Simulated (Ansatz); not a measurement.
# What TlBiSe3 (model cell, started as cubic perovskite with Bi in the octahedra) distorts into

Which phase does TlBiSe3 (model cell, started as cubic perovskite with Bi in the octahedra) fall into along its unstable mode, and how much energy does it gain?

Program: Ansatz 0.2.0. Level of theory: DFT PBEsol, scalar-relativistic, plane waves, PAW; PAW set soft_1. Results are calculated unless marked as measured.

The structure was built from a prototype and need not be the compound's stable phase.

### 1. The structure

The structure is cubic, space group Pm-3m (No. 221). Conventional cell: a = 5.456 Å, b = 5.456 Å, c = 5.456 Å, α = 90.00°, β = 90.00°, γ = 90.00°. Nearest to Tl lie 12 Se at 3.86 Å. Nearest to Bi lie 6 Se at 2.73 Å. Se has 2 Bi at 2.73 Å nearest. Farther neighbours and most contacts between anions are not listed.

### 2. The dispersion

The cell comes from relaxations at this level that are not shown. Stability and thermal properties need the whole zone. Linear response on a 2×2×2 q mesh gives force constants as far as a supercell of that size would.

input.yaml reads:

```yaml
crystal:
  lattice:
    - [5.4560481392, 0.0, 0.0]
    - [0.0, 5.4560481392, 0.0]
    - [0.0, 0.0, 5.4560481392]
  atoms:
    - { symbol: Tl, position: [0.0, 0.0, 0.0] }
    - { symbol: Bi, position: [0.5, 0.5, 0.5] }
    - { symbol: Se, position: [0.5, 0.5, 0.0] }
    - { symbol: Se, position: [0.5, 0.0, 0.5] }
    - { symbol: Se, position: [0.0, 0.5, 0.5] }
kpoints:
  mp_grid: { grid: [8, 8, 8] }
hamiltonian:
  xc: pbesol
  pseudopotentials: { kind: paw, azcp: { folder: soft_1 }, xc_functional: pbe }
scf:
  occupations: { method: methfessel_paxton, width: 0.2 }
output:
  eigenvalues: true
phonons:
  method: dfpt
  qmesh: [2, 2, 2]
  temperatures: { t_max: 1000, t_step: 50 }
  qpath:
    path:
      - [[0.0, 0.0, 0.0], [0.0, 0.5, 0.0], [0.5, 0.5, 0.0], [0.0, 0.0, 0.0], [0.5, 0.5, 0.5], [0.0, 0.5, 0.0]]
      - [[0.5, 0.5, 0.5], [0.5, 0.5, 0.0]]
    npoints: 10
```

Command:

```bash
$ ansatz run input.yaml --threads 4 --pin off --max-ram 16384MiB --backend cpu --events-out ev --progress --plain --runs-dir out
```

Numbers of over 12 decimals in the logs are rounded to 6 here.

The program printed:

```text
Engine: ansatz 0.2.0, aarch64-unknown-linux-gnu
Pseudopotentials: kind: paw
Pseudopotential: Tl, paw, valence charge 13, recommended cutoff 420 eV (normal), soft_1/Tl.paw.azcp
Pseudopotential: Bi, paw, valence charge 15, recommended cutoff 420 eV (normal), soft_1/Bi.paw.azcp
Pseudopotential: Se, paw, valence charge 16, recommended cutoff 420 eV (normal), soft_1/Se.paw.azcp
Functional definition: PBEsol
  exchange = pbesol_x
  correlation = pbesol_c
Crystal: 5 atoms, lattice volume = 162.418 Å³
Basis set: ecut = 420 eV, 3191 PW (Γ), exchange–correlation on 80×80×80 points (8 copies of the dense FFT grid, shifted against one another)
Bands: 46, of which v1, the nominal top of the filled ones, is band 38 counted from 1 (37 counted from 0)
Symmetry: 48 space group operations
k-points: 35 of 512
Non-local potential: Tl, projectors of the file, l = 0: 2, l = 1: 2, l = 2: 2, l = 3: 1
Non-local potential: Bi, projectors of the file, l = 0: 2, l = 1: 2, l = 2: 2, l = 3: 1
Non-local potential: Se, projectors of the file, l = 0: 2, l = 1: 2, l = 2: 3, l = 3: 1
PAW form: soft (Blöchl's): semilocal exchange-correlation on the pseudo side does not see the compensation charge
PAW frozen core: Tl, regenerated for the run's functional, and the local potential with it (the file was generated under x = pbe(κ = 0.804, μ = 0.219515), c = pbe(β = 0.066725))
PAW frozen core: Bi, regenerated for the run's functional, and the local potential with it (the file was generated under x = pbe(κ = 0.804, μ = 0.219515), c = pbe(β = 0.066725))
PAW frozen core: Se, regenerated for the run's functional, and the local potential with it (the file was generated under x = pbe(κ = 0.804, μ = 0.219515), c = pbe(β = 0.066725))
PAW one-centre angular grid: Tl, 590 points (default); XC on 64 Gauss nodes
PAW one-centre angular grid: Bi, 590 points (default); XC on 64 Gauss nodes
PAW one-centre angular grid: Se, 590 points (default); XC on 64 Gauss nodes
Initial density: superposition of atomic densities (chi_scale 0.1, normalization cell, long waves kept (reshape's long-wave potential 0.03 eV rms))
Initial wavefunctions: pseudopotential atomic-orbital guess
Functional: x = pbesol(κ = 0.804, μ = 0.123457), c = pbesol(β = 0.046)
SCF iter   1: F=—  HF=-39814.899649 eV  |F-HF|=—  |Δ(HF+E_count)|=         —  Δρ=2.93e-2  dr2=2.63e0  ethr=3.10e-3  ⟨swp⟩=6.7  Hψ=6346  notcnv=0
preconditioner: auto → LDOS  [metal: Δε(μ)=0.018 eV  Ē_g=11.046 eV  σ=0.200 eV  W_gap=0.08  n_scr=32 (ndim 8)  ℏωp=17.5 eV  f_vac=0.039  D(μ)=5.41/eV (n_scr^D=32)  β→1.0]
SCF iter   2: F=—  HF=-39814.064992 eV  |F-HF|=—  |Δ(HF+E_count)|=   8.35e-1  S|Δr|=    0.00e0  Δρ=1.92e-2  dr2=5.38e-1  ethr=3.10e-3  ⟨swp⟩=3.1  Hψ=2861  notcnv=0  defer=63
SCF iter   3: F=—  HF=-39813.862990 eV  |F-HF|=—  |Δ(HF+E_count)|=   2.02e-1  S|Δr|=    0.00e0  Δρ=4.32e-3  dr2=5.47e-2  ethr=7.07e-4  ⟨swp⟩=3.9  Hψ=3482  notcnv=0  defer=63
SCF iter   4: F=—  HF=-39813.842998 eV  |F-HF|=—  |Δ(HF+E_count)|=   2.00e-2  S|Δr|=    0.00e0  Δρ=9.09e-4  dr2=3.62e-3  ethr=7.20e-5  ⟨swp⟩=2.0  Hψ=2020  notcnv=0  defer=63
SCF iter   5: F=—  HF=-39813.842132 eV  |F-HF|=—  |Δ(HF+E_count)|=   8.66e-4  S|Δr|=    0.00e0  Δρ=1.94e-4  dr2=1.33e-4  ethr=4.77e-6  ⟨swp⟩=2.0  Hψ=2374  notcnv=0  defer=63
SCF iter   6: F=—  HF=-39813.842080 eV  |F-HF|=—  |Δ(HF+E_count)|=   5.18e-5  S|Δr|=    0.00e0  Δρ=5.66e-5  dr2=3.94e-6  ethr=1.75e-7  ⟨swp⟩=2.0  Hψ=2882  notcnv=0  defer=63
SCF iter   7: F=—  HF=-39813.842073 eV  |F-HF|=—  |Δ(HF+E_count)|=   6.61e-6  S|Δr|=    0.00e0  Δρ=1.62e-5  dr2=3.50e-7  ethr=5.18e-9  ⟨swp⟩=2.0  Hψ=2897  notcnv=0  defer=63
SCF iter   8: F=—  HF=-39813.842073 eV  |F-HF|=—  |Δ(HF+E_count)|=   9.94e-9  S|Δr|=    0.00e0  Δρ=4.28e-6  dr2=2.54e-8  ethr=4.61e-10  ⟨swp⟩=2.0  Hψ=2880  notcnv=0  defer=63
SCF iter   9: F=—  HF=-39813.842073 eV  |F-HF|=—  |Δ(HF+E_count)|=   1.35e-8  S|Δr|=    0.00e0  Δρ=9.13e-7  dr2=1.43e-9  ethr=3.34e-11  ⟨swp⟩=2.1  Hψ=2309  notcnv=0  defer=63
SCF iter  10: F=—  HF=-39813.842073 eV  |F-HF|=—  |Δ(HF+E_count)|=  1.02e-10  S|Δr|=    0.00e0  Δρ=2.00e-7  dr2=1.04e-10  ethr=1.88e-12  ⟨swp⟩=2.0  Hψ=2876  notcnv=0  defer=63
SCF iter  11: F=-39813.842073 eV  HF=-39813.842073 eV  |F-HF|=1.46e-11  |Δ(HF+E_count)|=  7.28e-12  S|Δr|=    0.00e0  Δρ=5.24e-8  dr2=8.49e-12  ethr=1.00e-12  ⟨swp⟩=13.3  Hψ=9040  notcnv=0
SCF 1 converged in 11 iterations: F = -39813.842073 eV  dr2 = 8.49e-12
  greatest PAW one-centre occupation: 1.000 electrons in one spin orbital (limit 2), on the Se atom at site 4 (counted from 0), in its partial waves of l = 2
Initial density: read from a saved state, or passed on in memory by an earlier SCF of this step, an earlier step, the calling program or the single point that the run made first
iter 1 solved again at ethr=1.46e-7 eV; its pass at ethr=3.10e-3 eV (dr2=1.11e-4 eV) is discarded
SCF iter   1: F=—  HF=-39813.842076 eV  |F-HF|=—  |Δ(HF+E_count)|=         —  Δρ=5.92e-7  dr2=5.70e-10  ethr=1.46e-7  ⟨swp⟩=3.0  Hψ=10363  notcnv=0
eigensolver tolerance schedule: the retry pair's looser diagonalisation over-reported the residual by 195308.80 of it (diagonalisation noise at an unbounded share of the residual, at the tolerance the schedule requests for it); recorded, not acted on — ethr = c·dr2/N_el stays at c = 1.0e-1
preconditioner: auto → LDOS  [metal: Δε(μ)=0.012 eV  Ē_g=10.518 eV  σ=0.200 eV  W_gap=0.05  n_scr=32 (ndim 8)  ℏωp=17.5 eV  f_vac=0.042  D(μ)=6.78/eV (n_scr^D=56)  β→1.0]
SCF iter   2: F=—  HF=-39813.842073 eV  |F-HF|=—  |Δ(HF+E_count)|=   3.30e-6  S|Δr|=    0.00e0  Δρ=7.25e-7  dr2=5.26e-10  ethr=1.00e-12  ⟨swp⟩=4.0  Hψ=4504  notcnv=0
SCF iter   3: F=—  HF=-39813.842073 eV  |F-HF|=—  |Δ(HF+E_count)|=  3.13e-10  S|Δr|=    0.00e0  Δρ=2.58e-7  dr2=9.22e-11  ethr=1.00e-12  ⟨swp⟩=2.0  Hψ=2097  notcnv=0
SCF iter   4: F=—  HF=-39813.842073 eV  |F-HF|=—  |Δ(HF+E_count)|=  7.28e-12  S|Δr|=    0.00e0  Δρ=1.68e-7  dr2=3.85e-11  ethr=1.00e-12  ⟨swp⟩=1.0  Hψ=1610  notcnv=0
SCF iter   5: F=—  HF=-39813.842073 eV  |F-HF|=—  |Δ(HF+E_count)|=  1.46e-11  S|Δr|=    0.00e0  Δρ=1.06e-7  dr2=1.60e-11  ethr=1.00e-12  ⟨swp⟩=1.0  Hψ=1610  notcnv=0
SCF iter   6: F=-39813.842073 eV  HF=-39813.842073 eV  |F-HF|=7.28e-12  |Δ(HF+E_count)|=  1.46e-11  S|Δr|=    0.00e0  Δρ=6.24e-8  dr2=5.61e-12  ethr=1.00e-12  ⟨swp⟩=3.3  Hψ=3687  notcnv=0
SCF 2 converged in 6 iterations: F = -39813.842073 eV  dr2 = 5.61e-12
phonons: the bands overlap, so this run is a metal and interpolates without the dipole-dipole term. If the crystal is really an insulator or semiconductor, its LO-TO splitting is missing
NSCF: frozen V_eff on 35 k-points
WARN: eigensolver did not converge (k=10): 1 band(s) unlocked after 20 sweeps at ethr=1.17e-12 eV (storage-precision floor; scheduled 1.00e-12 eV) (lowest unlocked band 45, counted from 0; max residual 8.23e-6 eV among the unlocked bands, 8.23e-6 eV over every band; other slots of this pass that fall short are told together in one closing line; warning suppressed until the next SCF loop or pass starts)
WARN: eigensolver did not converge in 17 slots of this pass, the one above among them; of largest residual over every band (k=30): 1 band(s) unlocked (lowest unlocked band 45, counted from 0; max residual 5.27e-3 eV among the unlocked bands, 5.27e-3 eV over every band); of lowest unlocked band (k=10): band 45
NSCF: frozen V_eff on 125 k-points
DFPT response loops at q = (0, 0, 0) (fractional): preconditioner auto → Kerker (q_TF=auto, 2.404 Å⁻¹) (partly filled bands, converged f_vac=0.042); β = 1.00, the filter's whole step (`scf.mixing.beta` (0.50) is not read by the response loops under this deck's `scf.mixing.preconditioner`; to damp them name `kerker` or `kerker_dos`, under which they read `scf.mixing.beta`, and type it under 1.00, their step now; both keys bind the ground state too); Broyden in place of MSR1
NSCF: frozen V_eff on 250 k-points
DFPT response loops at q = (0, 0, -0.5) (fractional): mixed as the last ones told, above
NSCF: frozen V_eff on 250 k-points
DFPT response loops at q = (0, -0.5, -0.5) (fractional): mixed as the last ones told, above
NSCF: frozen V_eff on 250 k-points
DFPT response loops at q = (-0.5, -0.5, -0.5) (fractional): mixed as the last ones told, above
SCF converged after 11 iterations
Stability not checked: this state was not tested for a lower state beside it, because cold or Methfessel-Paxton smearing, or corrected tetrahedra, fill the levels in a way that the test cannot read (fill_not_monotonic; see scf.lower_state_search)
Free energy (F): -39813.842073 eV
Harris-Foulkes:  -39813.842073 eV  (|F-HF|=1.46e-11)
Internal energy: -39813.828238 eV  (E = F + TS)
E sigma→0 (E₀):  -39813.838614 eV
Entropy (-TS):   -0.013835 eV (-2.767 meV/atom)
Fermi energy:    5.802281 eV
--- Per-component energies (eV) ---
  E_band       = -1421.513625
  E_kinetic    = 847.845913
  E_local      = -11403.064687  (includes V_loc(G=0)·N_el)
  E_nonlocal   = -327.577105
  E_hartree    = 5543.365983
  E_xc         = -585.888701
  E_vxc        = -521.326946  (∫ρ·V_xc dr)
  E_paw        = -26805.946878  (= ΣΔE_a)
  E_vpaw       = -1104.121915  (= ΣTr[D̂ρ^β])
  E_aug_tail   = -0.000949  (compensation charges beyond the density's cutoff)
  E_ewald      = -7085.715296
  E_core_change = 3.153482  (= ΣΔE_core)
  E_smearing   = -0.013835  (= −TS)
  E_closure    = 0.000000  (closes the sum)
  Σ components = -39813.842073   (vs F -39813.842073, Δ=0.00e0)
--- Band table (eV; the first three rows and the last of 35) ---
  k-point 0: bands = [... 34 lower, 5.0974, 5.0974, 5.2631, 5.2631, 5.2631, 10.6258, 10.6258, 10.6258, ... 4 higher]
  k-point 1: bands = [... 34 lower, 5.0508, 5.2225, 5.2236, 5.2414, 5.2414, 10.0550, 10.4432, 10.4432, ... 4 higher]
  k-point 2: bands = [... 34 lower, 4.8731, 5.1287, 5.2607, 5.2607, 5.5371, 9.1573, 10.1589, 10.1589, ... 4 higher]
  k-point 34: bands = [... 34 lower, 5.0092, 6.2716, 6.2716, 6.2716, 6.9253, 6.9253, 6.9253, 7.5649, ... 4 higher]
--- Phonons (Γ-DFPT): 4 representative perturbations + reference (Σ response iterations 12) ---
  ASR residual: 9.245e-5 → 0.000e0 eV/Å²; symmetrization residual: 9.279e-5 eV/Å²
  ASR residual per site (eV/Å²): 5.98e-5 6.51e-5 9.24e-5 9.24e-5 9.24e-5
  Γ frequencies (cm⁻¹): -72.20 -72.20 -72.20 -66.98 -66.98 -66.98 -23.87 -23.87 -23.87 0.00 0.00 0.00 149.78 149.78 149.78
--- Phonons (arbitrary-q DFPT): 4 irreducible q on the 2×2×2 mesh ---
  q = [0.0000, 0.0000, 0.0000] (star 1, of the zone-centre solve; hermiticity 3.73e-5, symmetrization 3.88e-11): -72.20 -72.20 -72.20 -66.98 -66.98 -66.98 -23.87 -23.87 -23.87 -0.00 0.00 0.00 149.78 149.78 149.78
  q = [0.0000, 0.0000, -0.5000] (star 3, 9 solved perturbations in 975 linear systems a pass and spin channel, the states on 125 of 512 k-point pairs; hermiticity 8.98e-6, symmetrization 1.09e-11): -85.11 -80.39 -74.75 -74.75 -63.11 -63.11 -21.30 -21.30 -20.50 3.50 3.50 107.14 149.17 149.17 173.63
  q = [0.0000, -0.5000, -0.5000] (star 3, 9 solved perturbations in 975 linear systems a pass and spin channel, the states on 125 of 512 k-point pairs; hermiticity 3.77e-6, symmetrization 1.04e-11): -88.93 -88.93 -67.05 -67.05 -63.78 -52.88 -22.67 -19.30 -19.30 8.73 106.20 106.20 149.22 170.23 174.49
  q = [-0.5000, -0.5000, -0.5000] (star 1, 4 solved perturbations in 350 linear systems a pass and spin channel, the states on 125 of 512 k-point pairs; hermiticity 1.53e-7, symmetrization 3.14e-11): -81.73 -81.73 -81.73 -53.94 -53.94 -53.94 -15.10 -15.10 -15.10 105.13 105.13 105.13 176.06 177.94 177.94
  sum rule: each row above includes the acoustic sum rule's correction from the zone centre's row sums; it moved no ω² by more than (0.56 cm⁻¹)²
  mesh force constants: q→R imaginary residual 1.62e-18; ASR residual 9.245e-5 → 0.000e0 eV/Å²; symmetrization residual 8.882e-15 eV/Å²
  interpolated dispersion: 62 rows × 15 modes
  density of states and harmonic sums: on the 12×12×12 q-mesh, interpolated from the force constants of a 2×2×2 supercell (no non-analytic term)
  largest difference from the sums on the solved wave vectors: F 1.42e-1 eV, S 1.72e-4 and C_V 1.60e-5 eV/K
  zero-point energy: 0.042564 eV/cell   skipped modes (ω ≤ 0): 781, of them read as no rigid motion or as one in doubt: 778 (9.188e0 modes/cell left out, lowest -88.93 cm⁻¹)   left out of the sums: 6.13e-1 of the cell's modes: C_V's classical limit lies that fraction below 3 k_B per atom; for a crystal, a wire or a layer, F and S can be off by more, and a phonons.interpolated_qmesh denser along its periods is the remedy for the sampling
```

The job ended after 8.8 min (4 threads of Arm Neoverse V2, shared host; peak memory 2.4 GiB).

This step gave:

- volume per atom: 32.48 Å³
- gap on the k-mesh: 0 eV
- sum-rule residual before enforcement: 9.24e-5 eV/Å²
- lowest frequency on the path: -88.93 cm⁻¹
- point group: m-3m
- highest frequency on the path or at a solved wavevector: 177.9 cm⁻¹
- highest optical mode at the zone centre (no LO-TO term): 149.8 cm⁻¹
- lowest optical zone-centre mode: -72.2 cm⁻¹
- lowest mode on the q mesh (acoustic modes at Γ apart): -88.93 cm⁻¹

Frequencies (cm⁻¹) solved at each irreducible wavevector; negative means imaginary. Frequencies by wavevector, by row:

| q in reciprocal lattice units | star | mode 1 | mode 2 | mode 3 | mode 4 | mode 13 | mode 14 | mode 15 |
| --- | --- | --- | --- | --- | --- | --- | --- | --- |
| 0 0 0 | 1 | -72.2 | -72.2 | -72.2 | -67 | 149.8 | 149.8 | 149.8 |
| 0 0 -0.5 | 3 | -85.1 | -80.4 | -74.8 | -74.8 | 149.2 | 149.2 | 173.6 |
| 0 -0.5 -0.5 | 3 | -88.9 | -88.9 | -67 | -67 | 149.2 | 170.2 | 174.5 |
| -0.5 -0.5 -0.5 | 1 | -81.7 | -81.7 | -81.7 | -53.9 | 176.1 | 177.9 | 177.9 |

Interpolated from a 2×2×2 q mesh. Phonon branches along the path, in cm⁻¹:

| point | branch 1 | branch 2 | branch 3 | branch 4 | branch 12 | branch 13 | branch 14 | branch 15 |
| --- | --- | --- | --- | --- | --- | --- | --- | --- |
| Γ | -72 | -72 | -72 | -67 | 0 | 150 | 150 | 150 |
| halfway | -77 | -76 | -72 | -72 | 75 | 150 | 150 | 162 |
| X | -85 | -80 | -75 | -75 | 107 | 149 | 149 | 174 |
| halfway | -86 | -77 | -73 | -71 | 107 | 149 | 161 | 173 |
| M | -89 | -89 | -67 | -67 | 106 | 149 | 170 | 174 |
| halfway | -77 | -76 | -74 | -70 | 75 | 149 | 160 | 162 |
| Γ | -72 | -72 | -72 | -67 | 0 | 150 | 150 | 150 |
| halfway | -77 | -77 | -75 | -68 | 75 | 161 | 162 | 162 |
| R | -82 | -82 | -82 | -54 | 105 | 176 | 178 | 178 |
| halfway | -80 | -79 | -78 | -66 | 106 | 162 | 163 | 174 |
| X | -85 | -80 | -75 | -75 | 107 | 149 | 149 | 174 |
| jump to R | -82 | -82 | -82 | -54 | 105 | 176 | 178 | 178 |
| halfway | -84 | -84 | -74 | -63 | 106 | 164 | 174 | 176 |
| M | -89 | -89 | -67 | -67 | 106 | 149 | 170 | 174 |

Symmetry leaves 4 wavevectors to solve. The lowest mode among them, the acoustic zeros apart, lies at q = (0, -0.5, -0.5) and is imaginary, 88.9i cm⁻¹, so the energy falls along it.

### 3. The mode frozen in, largest atomic shift 0 Å

The mode followed lies at q = (0, -0.5, -0.5) with frequency 88.9i cm⁻¹ and is 2-fold degenerate, the softest among the wavevectors solved. At small amplitude the distorted cell has space group no. 51 by a symmetry search on the positions. The undistorted cell that holds it gives the zero of energy on the same k mesh.

System of this step: TlBiSe3 (model cell, started as cubic perovskite with Bi in the octahedra). Symmetry: Pm-3m, No. 221, cubic system. Conventional cell: a = 5.456 Å, b = 5.456 Å, c = 5.456 Å, α = 90.00°, β = 90.00°, γ = 90.00°. Tl has 12 Se at 3.86 Å nearest. Nearest to Bi lie 6 Se at 2.73 Å. Nearest to Se lie 2 Bi at 2.73 Å. Nearest to Se lie 2 Bi at 2.73 Å. Farther neighbours and most contacts between anions are not listed.

input.yaml reads:

```yaml
crystal:
  lattice:
    - [-5.4560481392, 0.0, 0.0]
    - [0.0, -5.4560481392, -5.4560481392]
    - [0.0, -5.4560481392, 5.4560481392]
  atoms:
    - { symbol: Tl, position: [0.0, 0.5, 0.5] }
    - { symbol: Tl, position: [0.0, 0.0, 0.0] }
    - { symbol: Bi, position: [0.5, 0.0, 0.5] }
    - { symbol: Bi, position: [0.5, 0.5, 0.0] }
    - { symbol: Se, position: [0.5, 0.25, 0.25] }
    - { symbol: Se, position: [0.5, 0.75, 0.75] }
    - { symbol: Se, position: [0.5, 0.25, 0.75] }
    - { symbol: Se, position: [0.5, 0.75, 0.25] }
    - { symbol: Se, position: [0.0, 0.0, 0.5] }
    - { symbol: Se, position: [0.0, 0.5, 0.0] }
kpoints:
  mp_grid: { grid: [8, 6, 6] }
hamiltonian:
  xc: pbesol
  pseudopotentials: { kind: paw, azcp: { folder: soft_1 }, xc_functional: pbe }
scf:
  occupations: { method: methfessel_paxton, width: 0.2 }
output:
  forces: true
  stress: true
  eigenvalues: true
```

The program printed:

```text
[...]
Crystal: 10 atoms, lattice volume = 324.836 Å³
Basis set: ecut = 420 eV, 6359 PW (Γ), exchange–correlation on 80×108×108 points (8 copies of the dense FFT grid, shifted against one another)
Bands: 92, of which v1, the nominal top of the filled ones, is band 76 counted from 1 (75 counted from 0)
Symmetry: 32 space group operations
[...]
k-points: 50 of 288
[...]
k-point 0: bands = [... 72 lower, 5.0997, 5.2645, 5.2645, 5.2662, 6.2703, 6.7050, 7.5515, 7.5515, ... 12 higher]
  k-point 1: bands = [... 72 lower, 5.0954, 5.2312, 5.2619, 5.2914, 6.0006, 6.1434, 8.0746, 8.4557, ... 12 higher]
  k-point 2: bands = [... 72 lower, 5.0438, 5.1398, 5.4174, 5.4879, 5.6231, 5.9005, 9.0810, 9.2188, ... 12 higher]
  k-point 49: bands = [... 72 lower, 4.9914, 4.9914, 6.2726, 6.2726, 6.7051, 6.7051, 7.5512, 7.5512, ... 12 higher]
[key lines of the parts left out:]
SCF converged after 8 iterations
Free energy (F): -79627.676715 eV
Fermi energy:    5.809799 eV
P = ⅓ Tr σ = -0.0064 GPa (-0.064 kbar)
```

Wall time 18 s (4 threads); peak memory 1.5 GiB.

This step gave:

```
pressure                         : -0.006389 GPa
energy from the undistorted cell : 0 meV/atom
```

The run ends at a pressure of -0.01 GPa.

(Continued in part 2 of 3.)

[Logs are printed without paths, hosts, clocks, repeated set-up lines and the standing remarks that a program may print on its own settings, such as how far it seeks lower states.]

[Hosts, paths, dates, database ids (printed as entryN), source tags and the programs' standing remarks are cut or masked in the printed files.]
